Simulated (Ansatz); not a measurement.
# HfO2 (Fm-3m) under uniaxial strain along [001], part 2 of 2

Aim: how do the optical modes of HfO2 (Fm-3m) shift and split under this strain?

Ansatz 0.2.0; DFT LDA, scalar-relativistic, plane waves, PAW; PAW set soft_1.

So far, mean high-frequency dielectric constant: step 5 (zone-centre response at rest) 5.40.

## 7. Zone-centre modes of the member: uniaxial strain of +4 % along [001]

The zone-centre modes follow for uniaxial strain of +4 % along [001], with the response to a field.

File input.yaml:

```yaml
crystal:
  lattice:
    - [0.0, 2.4857534692, 2.6009008992]
    - [2.4857534692, 0.0, 2.6009008992]
    - [2.4857534692, 2.4857534692, 0.0]
  atoms:
    - { symbol: O, position: [0.25, 0.25, 0.25] }
    - { symbol: O, position: [0.75, 0.75, 0.75] }
    - { symbol: Hf, position: [0.0, 0.0, 0.0] }
kpoints:
  mp_grid: { grid: [8, 8, 8] }
hamiltonian:
  xc: lda
  pseudopotentials: { kind: paw, azcp: { folder: soft_1 }, xc_functional: pbe }
scf:
  occupations: { method: fixed }
output:
  eigenvalues: true
phonons:
  method: dfpt
  dielectric: true
  rigid_motions: translations
```

Run with:

```console
ansatz run input.yaml --threads 8 --pin off --max-ram 20480MiB --backend cpu --events-out ev --progress --plain --runs-dir out
```

Numbers of over 12 decimals in the logs are rounded to 6 here.

Log:

```text
[...]
Crystal: 3 atoms, lattice volume = 32.142 Å³
Basis set: ecut = 420 eV, 625 PW (Γ), exchange–correlation on 60×60×60 points (8 copies of the dense FFT grid, shifted against one another)
Bands: 23, of which v1, the nominal top of the filled ones, is band 19 counted from 1 (18 counted from 0)
Symmetry: 16 space group operations
k-points: 260 of 512 (irreducible under 1 space group operation, time reversal used)
[...]
SCF iter   1: F=—  HF=-16594.221045 eV  |F-HF|=—  |Δ(HF+E_count)|=         —  Δρ=9.05e-2  dr2=1.99e0  ethr=3.10e-3  ⟨swp⟩=4.0  Hψ=19664  notcnv=0  defer=503
[...]
SCF iter   9: F=-16593.535598 eV  HF=-16593.535598 eV  |F-HF|=1.46e-11  |Δ(HF+E_count)|=  1.67e-10  Δρ=3.22e-7  dr2=1.48e-11  ethr=1.00e-12  ⟨swp⟩=8.6  Hψ=40978  notcnv=0
SCF 1 converged in 9 iterations: F = -16593.535598 eV  dr2 = 1.48e-11
[...]
NSCF: frozen V_eff on 3 k-points
[...]
SCF converged after 9 iterations
Free energy (F): -16593.535598 eV
[...]
Internal energy: -16593.535598 eV  (E = F + TS)
E sigma→0 (E₀):  -16593.535598 eV
Fermi energy:    14.873981 eV
[...]
--- Band table (eV; the first three rows and the last of 260) ---
  k-point 0: bands = [... 15 lower, 9.1953, 13.6781, 14.2720, 14.2720, 18.0458, 18.6483, 20.5134, 25.1086]
  k-point 1: bands = [... 15 lower, 9.6205, 13.3352, 13.8578, 13.9548, 18.4091, 18.9141, 21.0995, 24.4460]
  k-point 2: bands = [... 15 lower, 10.6482, 12.5928, 13.1768, 13.3684, 19.0034, 19.2482, 21.6798, 23.8963]
  k-point 259: bands = [... 15 lower, 11.5452, 11.9091, 12.8116, 12.8621, 19.0561, 19.2601, 21.6933, 23.4596]
[...]
k mesh reduced under 1 symmetry operation, with k and −k counted as one. Each operation leaves every solved perturbation unchanged. A smaller set is not considered because the run solves the response to a homogeneous field
  ASR residual: 3.443e-5 → 0.000e0 eV/Å²; symmetrization residual: 1.478e-5 eV/Å²
  ASR residual per site (eV/Å²): 3.44e-5 3.44e-5 2.37e-5
  Γ frequencies (cm⁻¹): 0.00 0.00 0.00 206.64 220.46 220.46 519.42 595.52 595.52
  ε∞ (high-frequency dielectric tensor):
        5.318128     0.000000     0.000000
        0.000000     5.318128     0.000000
        0.000000     0.000000     5.657965
  ε⁰ (static dielectric tensor: ions relaxed, cell fixed):
       40.092041    -0.000000     0.000000
       -0.000000    40.092041     0.000000
        0.000000     0.000000    50.282081
  ε⁰ − ε∞ (ionic part):
       34.773912    -0.000000     0.000000
       -0.000000    34.773912     0.000000
        0.000000     0.000000    44.624116
[...]
Born effective charges Z* (e; rows j = field, columns β = displacement):
    site 0:
        -2.73651    0.00000    0.00000
         0.00000   -2.73651    0.00000
        -0.00000   -0.00000   -2.90561
    site 1:
        -2.73651    0.00000    0.00000
         0.00000   -2.73651    0.00000
         0.00000    0.00000   -2.90561
    site 2:
         5.47301    0.00000    0.00000
         0.00000    5.47301   -0.00000
        -0.00000    0.00000    5.81122
  Z* charge neutrality: 2.647e-5 e pre-enforcement
[...]
optical modes at Γ without the LO–TO term, one row a degenerate level:
      ω (cm⁻¹)  modes    IR ((D/Å)²/amu)
        206.64      1            28.7137
        220.46      2            50.9375
        519.42      1             0.0000
        595.52      2             0.0000
  optical modes at Γ + LO–TO along q̂ = [1.0000, 0.0000, 0.0000]:
      ω (cm⁻¹)  modes    IR ((D/Å)²/amu)
        206.64      1            28.7137
        220.46      1            25.4687
        519.42      1             0.0000
        595.52      2             0.0000
        605.30      1            25.4687
  optical modes at Γ + LO–TO along q̂ = [0.0000, 1.0000, 0.0000]:
      ω (cm⁻¹)  modes    IR ((D/Å)²/amu)
        206.64      1            28.7137
        220.46      1            25.4687
        519.42      1             0.0000
        595.52      2             0.0000
        605.30      1            25.4687
  optical modes at Γ + LO–TO along q̂ = [0.0000, 0.0000, 1.0000]:
      ω (cm⁻¹)  modes    IR ((D/Å)²/amu)
        220.46      2            50.9375
        519.42      1             0.0000
        595.52      2             0.0000
        616.00      1            28.7137
```

Run time: 49 s. Hardware: 8 threads of Arm Neoverse N1, shared host; peak memory 1 GiB.

Numbers from this step:

```yaml
sum_rule_residual_before_enforcement: 3.44e-5 eV/Å²
miss_of_the_charge_sum_rule: 2.65e-5 e
point_group: 4/mmm
highest_optical_mode_at_the_zone_centre_no_lo_to_term: 595.5 cm⁻¹
lowest_optical_zone_centre_mode: 206.6 cm⁻¹
mean_high_frequency_dielectric_constant: 5.431
largest_born_charge_third_of_the_trace: 5.586 e
mean_static_dielectric_constant: 43.49
top_of_the_zone_centre_spectrum_with_the_field: 616 cm⁻¹
```

Without the LO-TO term. Patterns of degenerate modes are one choice out of their space. The modes at Γ (shares of kinetic energy by element, %):

| mode | frequency (cm⁻¹) | symmetry | O % | Hf % |
| --- | --- | --- | --- | --- |
| 1 | 0.0 | acoustic | 15 | 85 |
| 2 | 0.0 | acoustic | 15 | 85 |
| 3 | 0.0 | acoustic | 15 | 85 |
| 4 | 206.6 | A2u | 85 | 15 |
| 5 | 220.5 | Eu | 85 | 15 |
| 6 | 220.5 | Eu | 85 | 15 |
| 7 | 519.4 | B1g | 100 | 0 |
| 8 | 595.5 | Eg | 100 | 0 |
| 9 | 595.5 | Eg | 100 | 0 |

Displacements in mode 4 (206.6 cm⁻¹), the largest set to 1:
```
O1   0.00  0.00  1.00
O2   0.00  0.00  1.00
Hf3  0.00  0.00 -0.18
```

Displacements in mode 7 (519.4 cm⁻¹), the largest set to 1:
```
O1   0.00  0.00  1.00
O2   0.00  0.00 -1.00
Hf3  0.00  0.00  0.00
```

Transverse modes. Infrared lines, with heights relative to the strongest:

| position (cm⁻¹) | label | relative intensity |
| --- | --- | --- |
| 207 | A2u | 56 |
| 220 | Eu | 100 |
| 519 | B1g | 0.0 |
| 596 | Eg | 0.0 |

Without the LO-TO term the lowest optical mode is real, 207 cm⁻¹, and the highest lies at 595.5 cm⁻¹.

## 8. A member of the series: uniaxial strain of -4 % along [001]

The cell takes a uniaxial strain of -4 % along [001]. The strained length and the angles are held, while the rest of the cell and the atoms relax.

input.yaml, the sections that differ from step 7:

```yaml
crystal:
  lattice:
    - [0.0, 2.5140572515, 2.4008315992]
    - [2.5140572515, 0.0, 2.4008315992]
    - [2.5140572515, 2.5140572515, 0.0]
  atoms:
    - { symbol: O, position: [0.25, 0.25, 0.25] }
    - { symbol: O, position: [0.75, 0.75, 0.75] }
    - { symbol: Hf, position: [0.0, 0.0, 0.0] }
  conventional_axes: [[-1, 1, 1], [1, -1, 1], [1, 1, -1]]
output:
  forces: true
  stress: true
  eigenvalues: true
relax:
  adjacent_minimum: "off"
  f_tol: 0.001
  max_steps: 60
  cell: { stress_tol: 0.01, fix: [c, angles] }
# kpoints, hamiltonian, scf: as in step 7
# phonons: removed
```

Log:

```text
[...]
Crystal: 3 atoms, lattice volume = 30.349 Å³
Basis set: ecut = 420 eV, 585 PW (Γ)
Bands: 23, of which v1, the nominal top of the filled ones, is band 19 counted from 1 (18 counted from 0)
Symmetry: 16 space group operations
[...]
k-points: 59 of 512
[...]
k-point 58: bands = [... 15 lower, 12.0837, 13.8845, 13.8845, 16.1565, 19.4619, 21.4137, 23.4787, 24.6326]
--- Relaxed structure (4 steps of the walk, 4 accepted, 2 SCFs on fresh bases) ---
[...]
cell:  # Å, volume = 30.4627 Å³
    - [0.0, 2.518771, 2.4008315992]
    - [2.518771, 0.0, 2.4008315992]
    - [2.518771, 2.518771, 0.0]
  atoms:
    - { symbol: O, position: [0.25, 0.25, 0.25] }
    - { symbol: O, position: [0.75, 0.75, 0.75] }
    - { symbol: Hf, position: [0, 0, 0] }
[key lines of the parts left out:]
SCF converged after 5 iterations
Free energy (F): -16593.527070 eV
Fermi energy:    16.156543 eV
P = ⅓ Tr σ = 8.0426 GPa (80.426 kbar)
```

The job ended after 4.4 s (8 threads; peak memory 0.37 GiB).

Relaxation path:

| step | energy less that of the first step (eV) | largest force component (eV/Å) | pressure (GPa) | volume (Å³) |
| --- | --- | --- | --- | --- |
| 1 | 0.0000 | 0.0000 | 9.22 | 30.35 |
| 2 | 0.0003 | 0.0000 | 7.76 | 30.49 |
| 3 | 0.0001 | 0.0000 | 8.04 | 30.46 |
| 4* | -0.0005 | 0.0000 | 8.07 | 30.46 |
| 5 | -0.0005 | 0.0000 | 8.04 | 30.46 |
| 6* | -0.0005 | 0.0000 | 8.04 | 30.46 |

Relaxation steps marked * repeat the geometry before them on a plane-wave basis chosen anew for their cell, so energy and pressure can jump there.

The run keeps the 16 symmetry operations that it works with, so distortions that break them were not tested.

| conventional cell, symmetrised | before | after | change |
| --- | --- | --- | --- |
| a (Å) | 3.555 | 3.562 | +0.2 % |
| b (Å) | 3.555 | 3.562 | +0.2 % |
| c (Å) | 4.802 | 4.802 | -0.0 % |
| volume (Å³/atom) | 10.12 | 10.15 | +0.4 % |

The relaxed structure:

```xyz
3
Lattice="0.0000 2.5188 2.4008 2.5188 0.0000 2.4008 2.5188 2.5188 0.0000" Properties=species:S:1:pos:R:3 pbc="T T T"
O     1.2594    1.2594    1.2004
O     3.7782    3.7782    3.6012
Hf    0.0000    0.0000    0.0000
```

This step gave:

| Property | Result |
| --- | --- |
| pressure | 8.043 GPa |
| gap on the k-mesh | 3.129 eV |
| volume per atom | 10.15 Å³ |

The forces vanish by symmetry.

The cell grew by 0.4 % in volume.

## 9. Modes of this member: uniaxial strain of -4 % along [001]

The zone-centre modes follow for uniaxial strain of -4 % along [001], with the response to a field.

input.yaml, the sections that differ from step 8:

```yaml
crystal:
  lattice:
    - [0.0, 2.5187705729, 2.4008315992]
    - [2.5187705729, 0.0, 2.4008315992]
    - [2.5187705729, 2.5187705729, 0.0]
  atoms:
    - { symbol: O, position: [0.25, 0.25, 0.25] }
    - { symbol: O, position: [0.75, 0.75, 0.75] }
    - { symbol: Hf, position: [0.0, 0.0, 0.0] }
output:
  eigenvalues: true
phonons:
  method: dfpt
  dielectric: true
  rigid_motions: translations
# kpoints, hamiltonian, scf: as in step 8
# relax: removed
```

Log:

```text
[...]
Crystal: 3 atoms, lattice volume = 30.463 Å³
Basis set: ecut = 420 eV, 585 PW (Γ), exchange–correlation on 48×48×48 points (8 copies of the dense FFT grid, shifted against one another)
Bands: 23, of which v1, the nominal top of the filled ones, is band 19 counted from 1 (18 counted from 0)
Symmetry: 16 space group operations
k-points: 260 of 512 (irreducible under 1 space group operation, time reversal used)
[...]
optical modes at Γ + LO–TO along q̂ = [1.0000, 0.0000, 0.0000]:
      ω (cm⁻¹)  modes    IR ((D/Å)²/amu)
[...]
optical modes at Γ + LO–TO along q̂ = [0.0000, 1.0000, 0.0000]:
      ω (cm⁻¹)  modes    IR ((D/Å)²/amu)
[...]
optical modes at Γ + LO–TO along q̂ = [0.0000, 0.0000, 1.0000]:
      ω (cm⁻¹)  modes    IR ((D/Å)²/amu)
        270.70      2            55.6026
        589.12      2             0.0000
        638.85      1            24.8241
        676.18      1             0.0000
[key lines of the parts left out:]
SCF converged after 9 iterations
Free energy (F): -16593.527072 eV
Fermi energy:    16.156544 eV
```

It took 43 s on 8 threads; peak memory 0.99 GiB.

This step gave:

| Quantity | Value |
| --- | --- |
| sum-rule residual before enforcement | 7.08e-5 eV/Å² |
| miss of the charge sum rule | 2.28e-5 e |
| highest optical mode at the zone centre (no LO-TO term) | 676.2 cm⁻¹ |
| lowest optical zone-centre mode | 270.7 cm⁻¹ |
| mean high-frequency dielectric constant | 5.418 |
| largest Born charge (third of the trace) | 5.613 e |
| mean static dielectric constant | 30.93 |
| top of the zone-centre spectrum with the field | 676.2 cm⁻¹ |

Without the LO-TO term. Patterns of degenerate modes are one choice out of their space. Modes at Γ, with each element's share of the kinetic energy:

| mode | frequency (cm⁻¹) | symmetry | O % | Hf % |
| --- | --- | --- | --- | --- |
| 1 | 0.0 | acoustic | 15 | 85 |
| 2 | 0.0 | acoustic | 15 | 85 |
| 3 | 0.0 | acoustic | 15 | 85 |
| 4 | 270.7 | Eu | 85 | 15 |
| 5 | 270.7 | Eu | 85 | 15 |
| 6 | 272.4 | A2u | 85 | 15 |
| 7 | 589.1 | Eg | 100 | 0 |
| 8 | 589.1 | Eg | 100 | 0 |
| 9 | 676.2 | B1g | 100 | 0 |

Transverse modes. Lines of the infrared spectrum (strongest = 100):

| position (cm⁻¹) | label | relative intensity |
| --- | --- | --- |
| 271 | Eu | 100 |
| 272 | A2u | 45 |
| 589 | Eg | 0.0 |
| 676 | B1g | 0.0 |

Without the LO-TO term the lowest optical mode is real, 271 cm⁻¹, and the highest lies at 676.2 cm⁻¹.

## 10. All members side by side

The members are set side by side, also those not shown above.

Stress is positive in compression; energies are extrapolated to zero smearing, and E0 is that at rest; the axis is the direction of the strain; the edges not held and the atoms are relaxed in each cell. State of the crystal along the series:

| strain (%) | stress along the axis (GPa) | free strain along [100] (%) | free strain along [010] (%) | E - E0 (meV/atom) | gap on mesh (eV) | ε∞ along the axis | ε∞ across the axis, mean | ε0 along the axis | ε0 across the axis, mean | largest Born charge in size, a third of the trace (e) | top mode with the field, highest of q along x, y and z (cm⁻¹) |
| --- | --- | --- | --- | --- | --- | --- | --- | --- | --- | --- | --- |
| -4 | 24.13 | 0.7159 | 0.7159 | 31 | 3.129 | 5.205 | 5.524 | 28.62 | 32.09 | 5.613 | 676.2 |
| -3 | 17.8 | 0.5275 | 0.5275 | 17.19 | 3.302 | 5.245 | 5.486 | 29.68 | 32.58 | 5.605 | 655.7 |
| -2 | 11.69 | 0.3452 | 0.3452 | 7.503 | 3.467 | 5.29 | 5.452 | 31 | 33.17 | 5.599 | 641.8 |
| -1 | 5.754 | 0.1691 | 0.1691 | 1.831 | 3.583 | 5.34 | 5.422 | 32.67 | 33.9 | 5.593 | 636.2 |
| 0 | 0.001431 | 0 | 0 | 0 | 3.661 | 5.395 | 5.395 | 34.76 | 34.76 | 5.59 | 630.4 |
| 1 | -5.582 | -0.1616 | -0.1616 | 1.761 | 3.598 | 5.454 | 5.371 | 37.35 | 35.78 | 5.587 | 627.3 |
| 2 | -11.01 | -0.3163 | -0.3163 | 7.13 | 3.492 | 5.518 | 5.35 | 40.61 | 36.98 | 5.585 | 623.9 |
| 3 | -16.29 | -0.4638 | -0.4638 | 15.96 | 3.336 | 5.585 | 5.333 | 44.78 | 38.4 | 5.585 | 620.1 |
| 4 | -21.43 | -0.6043 | -0.6043 | 28.15 | 3.172 | 5.658 | 5.318 | 50.28 | 40.09 | 5.586 | 616 |

Without the LO-TO term; optical modes are counted from below at rest and tracked from member to member by their patterns, and modes that stay within 0.3 cm⁻¹ of each other stand once; labels, where given, are those at rest, then, where named, those of the strained cell; the edges not held and the atoms are relaxed in each cell. Optical modes along the series:

| strain (%) | optical mode 1 T1u to A2u single part (cm⁻¹) | optical mode 2 T1u to Eu pair part (cm⁻¹) | optical mode 3 T2g single part (cm⁻¹) | optical mode 4 T2g to Eg pair part (cm⁻¹) |
| --- | --- | --- | --- | --- |
| -4 | 272.4 | 270.7 | 676.2 | 589.1 |
| -3 | 267.9 | 265.6 | 655.7 | 592 |
| -2 | 262.5 | 260.2 | 635.7 | 594.1 |
| -1 | 256 | 254.5 | 616 | 595.5 |
| 0 | 248.3 | 248.3 | 596.5 | 596.5 |
| 1 | 239.7 | 241.9 | 577.2 | 596.9 |
| 2 | 230 | 235.2 | 557.9 | 596.8 |
| 3 | 219 | 228 | 538.7 | 596.4 |
| 4 | 206.6 | 220.5 | 519.4 | 595.5 |

Value and slope at zero strain of a cubic (a lower polynomial where under five rows exist) through the rows within 2 % of rest. Slopes at rest:

| mode | frequency (cm⁻¹) | shift per percent of strain (cm⁻¹) | shift per GPa of compressive stress (cm⁻¹) |
| --- | --- | --- | --- |
| optical mode 1 T1u to A2u single part | 248.4 | -8.13 | 1.43 |
| optical mode 2 T1u to Eu pair part | 248.4 | -6.27 | 1.11 |
| optical mode 3 T2g single part | 596.5 | -19.38 | 3.42 |
| optical mode 4 T2g to Eg pair part | 596.5 | 0.65 | -0.11 |

## 11. Summary of results

* members: 9
* highest optical mode at the zone centre (no LO-TO term), at rest: 596.5 cm⁻¹
* Young’s modulus along [001]: 567 GPa
* optical mode 1 T1u to A2u single part, shift per percent: -8.13 cm⁻¹
* optical mode 2 T1u to Eu pair part, shift per percent: -6.27 cm⁻¹
* optical mode 3 T2g single part, shift per percent: -19.38 cm⁻¹
* optical mode 4 T2g to Eg pair part, shift per percent: 0.65 cm⁻¹

**Reading.** The stress changes by 5.67 GPa for each percent, a Young’s modulus of 567 GPa along [001]. For each percent the free edge responds with -0.17 %. The strain lowers the symmetry: the level at 596.5 cm⁻¹ splits, into 676.2 and 589.1 cm⁻¹ at -4 %. Within 2 % of rest optical mode 4 T2g to Eg pair part bends away from a straight line, so a single slope holds only near rest. The fastest shift in the table of slopes is -19.4 cm⁻¹ for each percent (optical mode 3 T2g single part), or 3.4 cm⁻¹ for each GPa of compressive stress. For small strain, the measured shift of a line that Raman or infrared light can see, divided by its slope, estimates the stress, if the state of stress is of this kind. For infrared-active modes these slopes hold for the transverse lines; longitudinal ones carry the field and shift otherwise. These are harmonic frequencies at zero temperature: anharmonic shifts, linewidths and thermal expansion are left out. Spin-orbit coupling is left out, which can matter for the heavy elements here. The PAW files were made for PBE; the program adapts parts of them to the functional of the run, but their partial waves stay those of PBE, an approximation that was not tested in this session. Only the zone centre was solved, so an instability at another wavevector cannot show here. The cubic phase of this oxide is a high-temperature one, known to be unstable at zero temperature to an oxygen mode at X.

[Logs are printed without paths, hosts, clocks, repeated set-up lines and the standing remarks that a program may print on its own settings, such as how far it seeks lower states.]

[Hosts, paths, dates, database ids (printed as entryN), source tags and the programs' standing remarks are cut or masked in the printed files.]
